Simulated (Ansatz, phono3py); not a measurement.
# NaCl (Fm-3m): thermal conductivity with phono3py, part 5 of 5

The second- and third-order constants of NaCl come from an earlier supercell run; what does phono3py make of them?

Experimental results on record:
- thermal conductivity 7.1 W/m/K near room temperature (given in “Combining the AFLOW GIBBS and Elastic Libraries to efficiently and robustly screen thermo-mechanical properties of solids”, 2017, arXiv:1611.05714)
- thermal conductivity 7.1 W/m/K near room temperature (given in “Predicting the lattice thermal conductivity of solids by solving the Boltzmann transport equation: AFLOW - AAPL an automated, accurate and efficient framework”, 2017, arXiv:1611.05481)

phono3py 4.10.0; DFT PBEsol, scalar-relativistic, plane waves, PAW; PAW set soft_1; phono3py on Ansatz's force constants.

So far, κ at 300 K (W/m/K): step 2 (relaxation-time solution) 7.44; step 18 (Gaussian smearing, third order supercell 3×3×3, supercell 6×6×6 (run 2)) 7.32; step 20 (without the dipole term, third order supercell 3×3×3, supercell 6×6×6) 7.49; step 21 (a changed mass, third order supercell 3×3×3, supercell 6×6×6) 4.72; step 22 (mass disorder, third order supercell 3×3×3, supercell 6×6×6) 3.48.

The database entry behind the starting cell differs from other determinations of this structure, so it need not match the best structure at room temperature.

## Step 23: A faulty attempt, third order supercell 3×3×3, supercell 6×6×6

This input was changed on purpose, to see how the program answers.

File phono3py.yaml:

```yaml
phono3py:
  version: "4.10.0"
  frequency_unit_conversion_factor: 15.633302
  symmetry_tolerance: 1.00000e-05

physical_unit:
  atomic_mass: "AMU"
  length: "angstrom"

space_group:
  type: "Fm-3m"
  number: 225
  Hall_symbol: "-F 4 2 3"

primitive_matrix:
- [  1.000000000000000,  0.000000000000000,  0.000000000000000 ]
- [  0.000000000000000,  1.000000000000000,  0.000000000000000 ]
- [  0.000000000000000,  0.000000000000000,  1.000000000000000 ]

supercell_matrix:
- [   3,   0,   0 ]
- [   0,   3,   0 ]
- [   0,   0,   3 ]

# [primitive_cell block left out]
unit_cell:
  lattice:
  - [     0.000000000000000,     2.800917063000000,     2.800917063000000 ] # a
  - [     2.800917063000000,     0.000000000000000,     2.800917063000000 ] # b
  - [     2.800917063000000,     2.800917063000000,     0.000000000000000 ] # c
  points:
  - symbol: Na # 1
    coordinates: [  0.000000000000000,  0.000000000000000,  0.000000000000000 ]
    mass: 22.989769
    reduced_to: 1
  - symbol: Cl # 2
    coordinates: [  0.500000000000000,  0.500000000000000,  0.500000000000000 ]
    mass: 35.450000
    reduced_to: 2

# [supercell block left out]
phonon_supercell_matrix:
- [   6,   0,   0 ]
- [   0,   6,   0 ]
- [   0,   0,   6 ]

# [phonon_primitive_cell block left out]
# [phonon_supercell block left out]
nac:
  born_effective_charge:
  - # 1 (Na)
    - [  1.091612869624448,  0.000000000000000,  0.000000000000000 ]
    - [  0.000000000000000,  1.091612869624448,  0.000000000000000 ]
    - [  0.000000000000000,  0.000000000000000,  1.091612869624448 ]
  - # 2 (Cl)
    - [ -1.091612869624448,  0.000000000000000,  0.000000000000000 ]
    - [  0.000000000000000, -1.091612869624448,  0.000000000000000 ]
    - [  0.000000000000000,  0.000000000000000, -1.091612869624448 ]
  dielectric_constant:
    - [  2.563472873717275,  0.000000000000000,  0.000000000000000 ]
    - [  0.000000000000000,  2.563472873717276,  0.000000000000000 ]
    - [  0.000000000000000,  0.000000000000000,  2.563472873717276 ]
  unit_conversion_factor: 14.399645
```

Launch:

```bash
$ phono3py phono3py.yaml --mesh 9 9 9 --br --sigma 0.001 --ts 300
```

Output:

```text
[banner, memory and clock lines left out]
Rust backend (phonors) using rayon (8 threads).
Running in phono3py.load mode.
Spglib version 2.8.0
----------------------------- General settings -----------------------------
Run mode: conductivity-RTA
HDF5 data compression filter: gzip
Crystal structure was read from "phono3py.yaml".
Supercell (dim): [3 3 3]
Phonon supercell (dim-fc2): [6 6 6]
Primitive matrix:
  [1. 0. 0.]
  [0. 1. 0.]
  [0. 0. 1.]
Spacegroup: Fm-3m (225)
Use -v option to watch primitive cell, unit cell, and supercell structures.
NAC parameters were read from "phono3py.yaml".
fc3 was read from "fc3.hdf5".
fc2 was read from "fc2.hdf5".
----------------------------- Force constants ------------------------------
Max drift of fc3: -0.00000000 (xxx) -0.00000000 (xxx) -0.00000000 (xxx)
Max drift of fc2: 0.00000000 (zz) 0.00000000 (zz)
--------------------------- Calculation settings ---------------------------
Non-analytical term correction (NAC): True
NAC unit conversion factor:  14.39964
BZ integration: Smearing=0.001
Temperature:  300.0
Cutoff frequency: 0.01
Mesh sampling: [ 9 9 9 ]
Generating grid system ... [ 9 9 9 ]
fc3-r2q-transformation over three atoms: True
--------------------------- Phonon calculations ----------------------------
  PRB 50, 13035(R) (1994), PRB 55, 10355 (1997)
  G-cutoff distance: 1.18, Number of G-points: 307, Lambda: 0.20
Running harmonic phonon calculations...
-------------------- Lattice thermal conductivity (RTA) --------------------
Running heat capacity calculations...
Running velocity calculations...
======================= Grid point 0 (1/35) =======================
q-point: ( 0.00  0.00  0.00)
Boundary mean free path (millimeter): 1000.000
Number of triplets: 35
Frequency     group velocity (x, y, z)     |gv|
   0.000   (   0.000    0.000    0.000)    0.000
   0.000   (   0.000    0.000    0.000)    0.000
   0.000   (   0.000    0.000    0.000)    0.000
   4.985   (   0.000    0.000    0.000)    0.000
   4.985   (   0.000    0.000    0.000)    0.000
   4.985   (   0.000    0.000    0.000)    0.000
======================= Grid point 1 (2/35) =======================
q-point: ( 0.11  0.00  0.00)
Boundary mean free path (millimeter): 1000.000
Number of triplets: 85
Frequency     group velocity (x, y, z)     |gv|
   0.983   ( -16.159   16.159   16.159)   27.988
   0.983   ( -16.159   16.159   16.159)   27.988
   1.484   ( -24.430   24.430   24.430)   42.313
   4.931   (   1.707   -1.707   -1.707)    2.956
   4.931   (   1.707   -1.707   -1.707)    2.956
   7.569   (   2.379   -2.379   -2.379)    4.121
[32 grid points left out]
======================= Grid point 209 (35/35) =======================
q-point: ( 0.67  0.44  0.22)
Boundary mean free path (millimeter): 1000.000
Number of triplets: 205
Frequency     group velocity (x, y, z)     |gv|
   3.266   (  -0.000   14.461    3.121)   14.793
   3.592   (   0.000  -13.740   -2.352)   13.940
   3.953   (  -0.000   17.589    1.119)   17.625
   4.800   (   0.000  -10.867   -8.161)   13.590
   5.364   (   0.000    2.796    0.866)    2.927
   5.385   (  -0.000   -1.691    4.150)    4.481
=================== End of collection of collisions ===================
----------- Thermal conductivity (W/m-k) for sigma=0.001 -----------
#  T(K)        xx         yy         zz         yz         xz         xy
  300.0  42738094.997 42738094.997 42738094.997      0.000     -0.000     -0.000

Thermal conductivity related properties and sigma 0.001
were written into "kappa-m999-s0.001.hdf5".
Summary of calculation was written in "phono3py.yaml".
```

Elapsed: 3 s, on 8 threads of Arm Neoverse V2, shared host; peak memory 0.25 GiB.

The run finished. A setting was moved off its sound value on purpose, so it serves as a test and not as the result.

The fault put into the input: a Gaussian far narrower than the mesh, no isotopes, with which κ at 300 K comes out at 4.3e7 W/(m K).

## Step 24: Outcome

```
κ at 300 K, RTA, natural isotopes, mesh 19×19×19 : 7.44 W/m/K
κ at 300 K, RTA, pure, mesh 19×19×19             : 7.83 W/m/K
κ at 300 K, LBTE, mesh 19×19×19                  : 8.80 W/m/K
κ at 300 K, with coherences, mesh 19×19×19       : 7.56 W/m/K
κ at 300 K, no dipole term, mesh 19×19×19        : 7.49 W/m/K
```

What this shows: On these constants κ of NaCl at 300 K is 7.44 W/(m K) in the base run, and solver and smearing choices on that mesh move it between 7.32 and 8.80. The two programs differ by up to 6 % on the same constants and mesh; they treat degenerate modes, coherences and the dipole term differently. The last step of the mesh series (23 to 29) moves κ at the middle temperature by -1.0 %, while the coarsest mesh gives 124 % of the densest value. Normal processes make 67 % of the three-phonon scattering at 300 K, weighting modes by their heat capacity. A boundary length of 1 µm leaves 97 % of κ at 300 K. A boundary length of 10 µm leaves 100 % of κ at 300 K. Scaling the mass of Na by 2 at fixed force constants, a model exercise, multiplies the isotope-free κ by 0.60. A mass variance of 0.03 on the Cl sites leaves 47 %. A measured thermal conductivity near room temperature is 7.1 W/m/K (arXiv:1611.05714); the calculated 7.44 W/m/K differs by +5 %. Part of this agreement may be a cancellation, since four-phonon scattering and the shift of frequencies with temperature are both left out, and a relaxation-time value lies below the full solution. The PAW files were made for PBE and are used here under another functional.

[Long decimals in the printed logs are rounded to 6 places.]

[Logs are printed without paths, hosts, clocks, repeated set-up lines and the standing remarks that a program may print on its own settings, such as how far it seeks lower states.]

[Hosts, paths, dates, database ids (printed as entryN), source tags and the programs' standing remarks are cut or masked in the printed files.]

[Where the starting crystal was built by hand or by swapping elements, it need not be the compound's stable phase.]

[A step with changed settings may run another functional than the one named; its input shows which.]

[Pressures of single members of a volume series are the stress at the run's cutoff; with an incomplete basis they can lie off −dE/dV of the same runs, and they are not shown converged.]
